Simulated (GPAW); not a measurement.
**free-standing triangular W monolayer, spacing 3.069 A: cost and accuracy of the plane-wave cutoff**

Aim: see how far moments and order energies of free-standing triangular W monolayer, spacing 3.069 A move with the plane-wave cutoff, and what each rung costs.

Main program and level: GPAW 26.7.0; revPBE; plane waves with GPAW's PAW setups, scalar-relativistic.

## Step 1: The structure

The cell holds 1 atom: 1 W. Cell: a = 3.069 Å, b = 3.069 Å, c = 14.000 Å, α = 90.0°, β = 90.0°, γ = 120.0°. model lattice. Vacuum lies along c.

## Step 2: Rung 1 (250 eV), start ferro +

The ladder starts at a low cutoff and climbs, to see from where on the results stand still.

File order1.py:

```python
import json
import numpy as np
from ase import Atoms
from ase.parallel import paropen, parprint
from gpaw import GPAW

atoms = Atoms(['W'],
    cell=[[3.069, 0.0, 0.0],
         [-1.5345, 2.657832, 0.0],
         [0.0, 0.0, 14.0]],
    scaled_positions=[[0.0, 0.0, 0.5]],
    pbc=True,
    magmoms=[1.0])
atoms.calc = GPAW(mode={'name': 'pw', 'ecut': 250},
    xc='revPBE',
    kpts={'size': (10, 10, 1), 'gamma': True},
    occupations={'name': 'fermi-dirac', 'width': 0.05},
    convergence={'density': 1e-05, 'energy': 1e-05},
    maxiter=200,
    symmetry={'tolerance': 1e-4},
    txt='order1.txt')
e = atoms.get_potential_energy(force_consistent=True)
res = {'free_energy': e, 'energy_sigma0': atoms.get_potential_energy(), 'fermi_energy': atoms.calc.get_fermi_level()}
res['moments'] = atoms.get_magnetic_moments().tolist()
res['total'] = atoms.get_magnetic_moment()
parprint('site moments (muB):', np.round(res['moments'], 3))
parprint(f"total moment: {res['total']:.3f} muB")
parprint(f'free energy: {e:.6f} eV')
atoms.calc.write('order1.gpw')
with paropen('results.json', 'w') as f:
    json.dump(res, f)
```

Command:

```
$ OMP_NUM_THREADS=1 python3 order1.py > order1.log
```

Log:

```text
site moments (muB): [0.097]
total moment: 0.153 muB
free energy: -6.799731 eV

--- order1.txt ---
Input parameters:
  mode=PW(ecut=250),
  convergence={'density': 1e-05, 'energy': 1e-05},
  kpts=MonkhorstPack(size=(10, 10, 1), gamma=True),
  maxiter=200,
  occupations=Occupations(name='fermi-dirac', width=0.05),
  symmetry=Symmetry(tolerance=0.0001),
  xc=XC(name='revPBE')

Diagonalizing LCAO Hamiltonian
Converting LCAO to pw mode

       W

Atoms  # Å, Bohr magnetons
|   | symbol |        x |        y |        z |    initial magnetic moments |
|---|--------|----------|----------|----------|-----------------------------|
| 0 |      W | 0.000000 | 0.000000 | 7.000000 | ( 0.0000,  0.0000,  1.0000) |

Unit cell  # Å
| periodic |         x |        y |         z |   lengths |     angles |
|----------|-----------|----------|-----------|-----------|------------|
|      yes |  3.069000 | 0.000000 |  0.000000 |  3.069000 |  90.000000 |
|      yes | -1.534500 | 2.657832 |  0.000000 |  3.069000 |  90.000000 |
|      yes |  0.000000 | 0.000000 | 14.000000 | 14.000000 | 120.000000 |

Number of symmetries: 24

BZ-sampling:
  Number of BZ points: 100
  Number of IBZ points: 14

  Monkhorst-Pack size: [10, 10, 1]
  Monkhorst-Pack shift: [0.05, 0.05, 0.0]

Plane wave coefficients: 1036
Cutoff: 250.0 eV

Spin-components: 2 (collinear spins)
Bands:           13
Projectors:      6
Spin-degeneracy: 1
Datatype:        complex128

Parallelization:
  kpt:    1
  domain: 1
  band:   1

Density:
  Valence electrons: 14.0
  Components: 2
  Grid points: [12 12 54]
  Charge: 0.0  # |e|

Potential:
  Grid points: [12 12 54]

[... setups left out ...]
Reference energy: -438781.139344  # eV

eigensolver:
  PPCG
  Converge bands: occupied
  niter=2

density mixing:
  MSR1-Mixer
  Pratt-step length: 0.05
  Maximum mixing coefficient: 0.75
  Old densities: 10
  SVD Regularization: 0.005
  Good broyden scale: 1.0
  Trust region scale: 1.0
  Backstep threshold: 4.0
  History deletion threshold: 6.0
  Fourier metric: weight=20.0, sigma=0.015

occupation numbers:
  Fermi-Dirac:
    width: 0.0500  # eV

poisson solver:
  ecut: 2000.0  # eV

xc functional:
  name: revPBE with 2 nearest neighbor stencil

convergence criteria:
- Maximum integral of absolute [dens]ity change: 1e-05 electrons / valence electron
- Maximum [total energy] change in last 3 cyles: 1e-05 eV / valence electron
- Maximum integral of absolute [eigenst]ate change: 4e-08 eV^2 / valence electron
maximum number of iterations: 200

SCF iterations
|iter     |      energy | eigst |  dens |  magmom |
|---------|-------------|-------|-------|---------|
|iter:   1|       0s |   -7.112903 | -0.56 |       |  +1.0011|
|iter:   2|       1s |   -7.050240 | -2.13 | -0.92 |  +0.9758|
|iter:   3|       1s |   -6.769651 | -1.34 | -0.95 |  +0.6745|
|iter:   4|       2s |   -6.784851 | -2.82 | -1.51 |  +0.5725|
|iter:   5|       2s |   -6.794939 | -3.21 | -1.75 |  +0.4702|
|iter:   6|       2s |   -6.796716 | -3.87 | -2.23 |  +0.4637|
|iter:   7|       3s |   -6.800551 | -3.55 | -2.34 |  +0.5095|
|iter:   8|       3s |   -6.800345 | -5.00 | -2.13 |  +0.5178|
|iter:   9|       4s |   -6.799854 | -5.23 | -2.18 |  +0.5259|
|iter:  10|       4s |   -6.797454 | -4.12 | -2.25 |  +0.4766|
|iter:  11|       5s |   -6.795409 | -3.98 | -2.35 |  +0.3837|
|iter:  12|       5s |   -6.793165 | -3.80 | -2.41 |  +0.3033|
|iter:  13|       6s |   -6.793386 | -5.14 | -2.47 |  +0.2883|
|iter:  14|       6s |   -6.791503 | -4.11 | -2.40 |  +0.2499|
|iter:  15|       6s |   -6.790586 | -4.48 | -2.52 |  +0.2137|
|iter:  16|       7s |   -6.790116 | -4.54 | -2.61 |  +0.1834|
|iter:  17|       7s |   -6.791619 | -4.07 | -2.77 |  +0.2555|
|iter:  18|       8s |   -6.790205 | -4.29 | -2.57 |  +0.1889|
|iter:  19|       8s |   -6.790846 | -3.98 | -2.78 |  +0.1247|
|iter:  20|       9s |   -6.790997 | -5.08 | -2.93 |  +0.1218|
|iter:  21|       9s |   -6.790622 | -5.55 | -2.97 |  +0.1382|
|iter:  22|      10s |   -6.790301 | -5.17 | -3.27 |  +0.1541|
|iter:  23|      10s |   -6.790307 | -6.54 | -3.84 |  +0.1525|
|iter:  24|      11s |   -6.790297c| -7.30 | -4.49 |  +0.1533|
|iter:  25|      11s |   -6.790298c| -7.76c| -4.99 |  +0.1532|
|iter:  26|      11s |   -6.790297c| -8.22c| -5.54c|  +0.1533|

Converged in 26 steps
Energy contributions relative to reference atoms: (reference = -438781.139344)

Energy contributions:
  Kinetic:         -22.106142
  Coulomb:          17.240776
  Zero:              0.189891
  External:          0.000000
  Xc:               -2.105388
  Entropy:          -0.018868
  Spinorbit:         0.000000
  ----------------------------
  Free energy:      -6.799731
  Extrapolated:     -6.790297

dipole moment: (-5.707614, -9.885878, 0.000014)  # |e|*Ang

Total magnetic moment: (0.000000, 0.000000, 0.153295)

Local magnetic moments
|        x |        y |        z |
|----------|----------|----------|
| 0.000000 | 0.000000 | 0.097007 |  # W    0

Fermi level: -2.194
Eigenvalues  # (at kpt = [0.000, 0.000, 0.000])
| band index |      eig [eV] | occ [0-1] |      eig [eV] | occ [0-1] |
|------------|---------------|-----------|---------------|-----------|
|          0 |       -76.408 |     1.000 |       -76.358 |     1.000 |
|          1 |       -41.097 |     1.000 |       -40.976 |     1.000 |
|          2 |       -40.391 |     1.000 |       -40.347 |     1.000 |
|          3 |       -40.391 |     1.000 |       -40.347 |     1.000 |
|          4 |        -7.581 |     1.000 |        -7.560 |     1.000 |
|          5 |        -3.221 |     1.000 |        -2.934 |     1.000 |
|          6 |        -2.071 |     0.078 |        -2.037 |     0.041 |
|          7 |        -2.071 |     0.078 |        -2.036 |     0.041 |
|          8 |        -1.357 |     0.000 |        -1.249 |     0.000 |
|          9 |        -0.177 |     0.000 |        -0.093 |     0.000 |
|         10 |        -0.177 |     0.000 |        -0.093 |     0.000 |
|         11 |         2.379 |     0.000 |         2.407 |     0.000 |
|         12 |         3.289 |     0.000 |         3.312 |     0.000 |

No gap
No difference between direct/indirect transitions
```

Elapsed: 14 s, on 1 MPI rank of Intel Xeon Platinum 8488C (Sapphire Rapids), shared host; peak memory 0.15 GiB.

Numbers from this step:

```
magnetization  : 0.1533 μB
final state    : weakly magnetic
largest moment : 0.09701 μB
```

After 26 cycles the largest moment is only 0.097 μB.

## Step 3: Rung 1 (250 eV), start antiferro q=(0,1/2,0) +-

The second start gives the energy difference between the two end states, the quantity that is followed up the ladder. Its q is in fractions of the reciprocal vectors of the first run's cell.

order2.py is the script of step 2 with these lines changed:

```diff
@@ -6,12 +6,13 @@
 
-atoms = Atoms(['W'],
+atoms = Atoms(['W', 'W'],
     cell=[[3.069, 0.0, 0.0],
-         [-1.5345, 2.657832, 0.0],
+         [-3.069, 5.315664, 0.0],
          [0.0, 0.0, 14.0]],
-    scaled_positions=[[0.0, 0.0, 0.5]],
+    scaled_positions=[[0.0, 0.0, 0.5],
+         [0.0, 0.5, 0.5]],
     pbc=True,
-    magmoms=[1.0])
+    magmoms=[1.0, -1.0])
 atoms.calc = GPAW(mode={'name': 'pw', 'ecut': 250},
     xc='revPBE',
-    kpts={'size': (10, 10, 1), 'gamma': True},
+    kpts={'size': (10, 5, 1), 'gamma': True},
     occupations={'name': 'fermi-dirac', 'width': 0.05},
@@ -20,3 +21,3 @@
     symmetry={'tolerance': 1e-4},
-    txt='order1.txt')
+    txt='order2.txt')
 e = atoms.get_potential_energy(force_consistent=True)
@@ -28,3 +29,3 @@
 parprint(f'free energy: {e:.6f} eV')
-atoms.calc.write('order1.gpw')
+atoms.calc.write('order2.gpw')
 with paropen('results.json', 'w') as f:
```

Command:

```
$ OMP_NUM_THREADS=1 python3 order2.py > order2.log
```

Log:

```text
site moments (muB): [ 1.348 -1.348]
total moment: 0.000 muB
free energy: -13.954112 eV

--- order2.txt ---
Input parameters:
  mode=PW(ecut=250),
  convergence={'density': 1e-05, 'energy': 1e-05},
  kpts=MonkhorstPack(size=(10, 5, 1), gamma=True),
  maxiter=200,
  occupations=Occupations(name='fermi-dirac', width=0.05),
  symmetry=Symmetry(tolerance=0.0001),
  xc=XC(name='revPBE')

Diagonalizing LCAO Hamiltonian
Converting LCAO to pw mode

         W
           W

Atoms  # Å, Bohr magnetons
|   | symbol |         x |        y |        z |    initial magnetic moments |
|---|--------|-----------|----------|----------|-----------------------------|
| 0 |      W |  0.000000 | 0.000000 | 7.000000 | ( 0.0000,  0.0000,  1.0000) |
| 1 |      W | -1.534500 | 2.657832 | 7.000000 | ( 0.0000,  0.0000, -1.0000) |

Number of symmetries: 4

BZ-sampling:
  Number of BZ points: 50
  Number of IBZ points: 26

  Monkhorst-Pack size: [10, 5, 1]
  Monkhorst-Pack shift: [0.05, 0.0, 0.0]

Plane wave coefficients: 2068
Cutoff: 250.0 eV

Spin-components: 2 (collinear spins)
Bands:           21
Projectors:      12
Spin-degeneracy: 1
Datatype:        complex128

Parallelization:
  kpt:    1
  domain: 1
  band:   1

Density:
  Valence electrons: 28.0
  Components: 2
  Grid points: [12 24 54]
  Charge: 0.0  # |e|

Potential:
  Grid points: [12 24 54]

[... setups left out ...]
Reference energy: -877562.278689  # eV

convergence criteria:
- Maximum integral of absolute [dens]ity change: 1e-05 electrons / valence electron
- Maximum [total energy] change in last 3 cyles: 1e-05 eV / valence electron
[...]
|iter:  15|      32s |  -13.936329c| -5.88 | -3.32 |  +0.0000|
|iter:  16|      35s |  -13.936339c| -6.44 | -4.05 |  +0.0000|
|iter:  17|      37s |  -13.936336c| -7.05 | -4.65 |  +0.0000|
|iter:  18|      39s |  -13.936337c| -7.47c| -5.15c|  +0.0000|

Converged in 18 steps
Energy contributions relative to reference atoms: (reference = -877562.278689)

Energy contributions:
  Kinetic:         -31.441437
  Coulomb:          24.448517
  Zero:              0.330418
  External:          0.000000
  Xc:               -7.256058
  Entropy:          -0.035552
  Spinorbit:         0.000000
  ----------------------------
  Free energy:     -13.954112
  Extrapolated:    -13.936337

dipole moment: (-11.405140, -19.754273, 0.000028)  # |e|*Ang

Total magnetic moment: (0.000000, 0.000000, 0.000005)

Local magnetic moments
|        x |        y |         z |
|----------|----------|-----------|
| 0.000000 | 0.000000 |  1.348324 |  # W    0
| 0.000000 | 0.000000 | -1.348323 |  # W    1

Fermi level: -2.204
Eigenvalues  # (at kpt = [0.000, 0.000, 0.000])
| band index |      eig [eV] | occ [0-1] |      eig [eV] | occ [0-1] |
|------------|---------------|-----------|---------------|-----------|
|          0 |       -76.277 |     1.000 |       -76.277 |     1.000 |
|        ... |               |           |               |           |
|          4 |       -40.514 |     1.000 |       -40.514 |     1.000 |
|          5 |       -39.783 |     1.000 |       -39.783 |     1.000 |
|          6 |       -39.771 |     1.000 |       -39.771 |     1.000 |
|          7 |       -39.740 |     1.000 |       -39.740 |     1.000 |
[...]
|         17 |        -0.224 |     0.000 |        -0.224 |     0.000 |
|         18 |         0.446 |     0.000 |         0.446 |     0.000 |
|         19 |         0.707 |     0.000 |         0.707 |     0.000 |
|         20 |         1.906 |     0.000 |         1.906 |     0.000 |

No gap
No difference between direct/indirect transitions
```

It took 45 s on 1 MPI rank; peak memory 0.21 GiB.

This step gave:

```yaml
magnetization: 0 μB
final_state: antiferromagnetic
largest_moment: 1.348 μB
```

This start lies -177.3 meV a seeded atom from the first; its largest moment is 1.35 μB.

## Step 4: Rung 2 (325 eV), start ferro +

order1.py is the script of step 2 with these lines changed:

```diff
@@ -13,3 +13,3 @@
     magmoms=[1.0])
-atoms.calc = GPAW(mode={'name': 'pw', 'ecut': 250},
+atoms.calc = GPAW(mode={'name': 'pw', 'ecut': 325},
     xc='revPBE',
```

Command:

```
$ OMP_NUM_THREADS=1 python3 order1.py > order1.log
```

Log:

```text
site moments (muB): [0.098]
total moment: 0.153 muB
free energy: -6.936952 eV

--- order1.txt ---
Input parameters:
  mode=PW(ecut=325),
  convergence={'density': 1e-05, 'energy': 1e-05},
  kpts=MonkhorstPack(size=(10, 10, 1), gamma=True),
  maxiter=200,
  occupations=Occupations(name='fermi-dirac', width=0.05),
  symmetry=Symmetry(tolerance=0.0001),
  xc=XC(name='revPBE')

Diagonalizing LCAO Hamiltonian
[...]
|          3 |       -40.384 |     1.000 |       -40.340 |     1.000 |
|          4 |        -7.565 |     1.000 |        -7.544 |     1.000 |
[...]
|          9 |        -0.189 |     0.000 |        -0.105 |     0.000 |
|         10 |        -0.189 |     0.000 |        -0.105 |     0.000 |
|         11 |         2.372 |     0.000 |         2.403 |     0.000 |
|         12 |         3.272 |     0.000 |         3.295 |     0.000 |

No gap
No difference between direct/indirect transitions


[key lines of the parts left out:]
Free energy:      -6.936952
Converged in 22 steps
dipole moment: (-5.710214, -9.890381, 0.000014)  # |e|*Ang
Fermi level: -2.195
```

Elapsed: 15 s, on 1 MPI rank; peak memory 0.16 GiB.

Read from the output:

```
magnetization  : 0.1528 μB
final state    : weakly magnetic
largest moment : 0.09759 μB
```

After 22 cycles the largest moment is only 0.098 μB.

## Step 5: Rung 2 (325 eV), start antiferro q=(0,1/2,0) +-

order2.py is the script of step 3 with these lines changed:

```diff
@@ -14,3 +14,3 @@
     magmoms=[1.0, -1.0])
-atoms.calc = GPAW(mode={'name': 'pw', 'ecut': 250},
+atoms.calc = GPAW(mode={'name': 'pw', 'ecut': 325},
     xc='revPBE',
```

Command:

```
$ OMP_NUM_THREADS=1 python3 order2.py > order2.log
```

Log:

```text
site moments (muB): [ 1.386 -1.386]
total moment: 0.000 muB
free energy: -14.236541 eV

--- order2.txt ---
Input parameters:
  mode=PW(ecut=325),
  convergence={'density': 1e-05, 'energy': 1e-05},
  kpts=MonkhorstPack(size=(10, 5, 1), gamma=True),
  maxiter=200,
  occupations=Occupations(name='fermi-dirac', width=0.05),
  symmetry=Symmetry(tolerance=0.0001),
  xc=XC(name='revPBE')

Diagonalizing LCAO Hamiltonian
[...]
|          6 |       -39.744 |     1.000 |       -39.744 |     1.000 |
|          7 |       -39.704 |     1.000 |       -39.704 |     1.000 |
[...]
|         17 |        -0.212 |     0.000 |        -0.212 |     0.000 |
|         18 |         0.456 |     0.000 |         0.456 |     0.000 |
|         19 |         0.725 |     0.000 |         0.725 |     0.000 |
|         20 |         1.913 |     0.000 |         1.913 |     0.000 |

No gap
No difference between direct/indirect transitions


[key lines of the parts left out:]
Free energy:     -14.236541
Converged in 23 steps
dipole moment: (-11.409747, -19.762249, 0.000028)  # |e|*Ang
Fermi level: -2.195
```

Wall time 81 s (1 MPI rank); peak memory 0.25 GiB.

Read from the output:

| Item | Value |
| --- | --- |
| magnetization | 0 μB |
| final state | antiferromagnetic |
| largest moment | 1.386 μB |

This start lies -181.3 meV a seeded atom from the first, a change of -4.0 meV since rung 1; its largest moment is 1.39 μB.

## Step 6: Rung 3 (400 eV), start ferro +

order1.py is the script of step 4 with these lines changed:

```diff
@@ -13,3 +13,3 @@
     magmoms=[1.0])
-atoms.calc = GPAW(mode={'name': 'pw', 'ecut': 325},
+atoms.calc = GPAW(mode={'name': 'pw', 'ecut': 400},
     xc='revPBE',
```

Command:

```
$ OMP_NUM_THREADS=1 python3 order1.py > order1.log
```

Log:

```text
site moments (muB): [0.097]
total moment: 0.152 muB
free energy: -6.978354 eV

--- order1.txt ---
Input parameters:
  mode=PW(ecut=400),
  convergence={'density': 1e-05, 'energy': 1e-05},
  kpts=MonkhorstPack(size=(10, 10, 1), gamma=True),
  maxiter=200,
  occupations=Occupations(name='fermi-dirac', width=0.05),
  symmetry=Symmetry(tolerance=0.0001),
  xc=XC(name='revPBE')

Diagonalizing LCAO Hamiltonian
[...]
|          3 |       -40.373 |     1.000 |       -40.329 |     1.000 |
|          4 |        -7.563 |     1.000 |        -7.542 |     1.000 |
[...]
|          9 |        -0.192 |     0.000 |        -0.109 |     0.000 |
|         10 |        -0.192 |     0.000 |        -0.109 |     0.000 |
|         11 |         2.372 |     0.000 |         2.400 |     0.000 |
|         12 |         3.268 |     0.000 |         3.291 |     0.000 |

No gap
No difference between direct/indirect transitions


[key lines of the parts left out:]
Free energy:      -6.978354
Converged in 24 steps
dipole moment: (-5.710456, -9.890801, 0.000014)  # |e|*Ang
Fermi level: -2.195
```

Wall time 20 s (1 MPI rank); peak memory 0.18 GiB.

Numbers from this step:

| Item | Value |
| --- | --- |
| magnetization | 0.1519 μB |
| final state | weakly magnetic |
| largest moment | 0.09731 μB |

After 24 cycles the largest moment is only 0.097 μB.

## Step 7: Rung 3 (400 eV), start antiferro q=(0,1/2,0) +-

order2.py is the script of step 5 with these lines changed:

```diff
@@ -14,3 +14,3 @@
     magmoms=[1.0, -1.0])
-atoms.calc = GPAW(mode={'name': 'pw', 'ecut': 325},
+atoms.calc = GPAW(mode={'name': 'pw', 'ecut': 400},
     xc='revPBE',
```

Command:

```
$ OMP_NUM_THREADS=1 python3 order2.py > order2.log
```

Log:

```text
site moments (muB): [ 1.399 -1.399]
total moment: 0.000 muB
free energy: -14.323135 eV

--- order2.txt ---
Input parameters:
  mode=PW(ecut=400),
  convergence={'density': 1e-05, 'energy': 1e-05},
  kpts=MonkhorstPack(size=(10, 5, 1), gamma=True),
  maxiter=200,
  occupations=Occupations(name='fermi-dirac', width=0.05),
  symmetry=Symmetry(tolerance=0.0001),
  xc=XC(name='revPBE')

Diagonalizing LCAO Hamiltonian
[...]
|          6 |       -39.727 |     1.000 |       -39.727 |     1.000 |
|          7 |       -39.683 |     1.000 |       -39.683 |     1.000 |
[...]
|         17 |        -0.208 |     0.000 |        -0.208 |     0.000 |
|         18 |         0.458 |     0.000 |         0.458 |     0.000 |
|         19 |         0.730 |     0.000 |         0.730 |     0.000 |
|         20 |         1.903 |     0.000 |         1.903 |     0.000 |

No gap
No difference between direct/indirect transitions


[key lines of the parts left out:]
Free energy:     -14.323135
Converged in 19 steps
dipole moment: (-11.409991, -19.762673, 0.000028)  # |e|*Ang
Fermi level: -2.193
```

It took 85 s on 1 MPI rank; peak memory 0.3 GiB.

Numbers from this step:

| Item | Value |
| --- | --- |
| magnetization | 0 μB |
| final state | antiferromagnetic |
| largest moment | 1.399 μB |

This start lies -183.2 meV a seeded atom from the first, a change of -1.9 meV since rung 2; its largest moment is 1.40 μB.

## Step 8: Rung 4 (500 eV), start ferro +

order1.py is the script of step 6 with these lines changed:

```diff
@@ -13,3 +13,3 @@
     magmoms=[1.0])
-atoms.calc = GPAW(mode={'name': 'pw', 'ecut': 400},
+atoms.calc = GPAW(mode={'name': 'pw', 'ecut': 500},
     xc='revPBE',
```

Command:

```
$ OMP_NUM_THREADS=1 python3 order1.py > order1.log
```

Log:

```text
site moments (muB): [0.097]
total moment: 0.152 muB
free energy: -6.988976 eV

--- order1.txt ---
Input parameters:
  mode=PW(ecut=500),
  convergence={'density': 1e-05, 'energy': 1e-05},
  kpts=MonkhorstPack(size=(10, 10, 1), gamma=True),
  maxiter=200,
  occupations=Occupations(name='fermi-dirac', width=0.05),
  symmetry=Symmetry(tolerance=0.0001),
  xc=XC(name='revPBE')

Diagonalizing LCAO Hamiltonian
[...]
|          3 |       -40.371 |     1.000 |       -40.327 |     1.000 |
|          4 |        -7.563 |     1.000 |        -7.542 |     1.000 |
[...]
|          9 |        -0.192 |     0.000 |        -0.109 |     0.000 |
|         10 |        -0.192 |     0.000 |        -0.109 |     0.000 |
|         11 |         2.371 |     0.000 |         2.399 |     0.000 |
|         12 |         3.266 |     0.000 |         3.288 |     0.000 |

No gap
No difference between direct/indirect transitions


[key lines of the parts left out:]
Free energy:      -6.988976
Converged in 31 steps
dipole moment: (-5.710566, -9.890991, 0.000014)  # |e|*Ang
Fermi level: -2.194
```

Wall time 30 s (1 MPI rank); peak memory 0.2 GiB.

Read from the output:

| Property | Result |
| --- | --- |
| magnetization | 0.1517 μB |
| final state | weakly magnetic |
| largest moment | 0.09720 μB |

After 31 cycles the largest moment is only 0.097 μB.

(Part 1 of 2 ends here.)

[Logs and program files are shortened in this print: banners, set-up blocks, solver, clock and traceback lines can be left out without a mark of their own.]

[Logs are printed without paths, hosts, clocks, repeated set-up lines and the standing remarks that a program may print on its own settings, such as how far it seeks lower states.]

[Hosts, paths, dates, database ids (printed as entryN), source tags and the programs' standing remarks are cut or masked in the printed files.]

[Where a cell is said to come from a database of computed structures, the database is the Materials Project.]
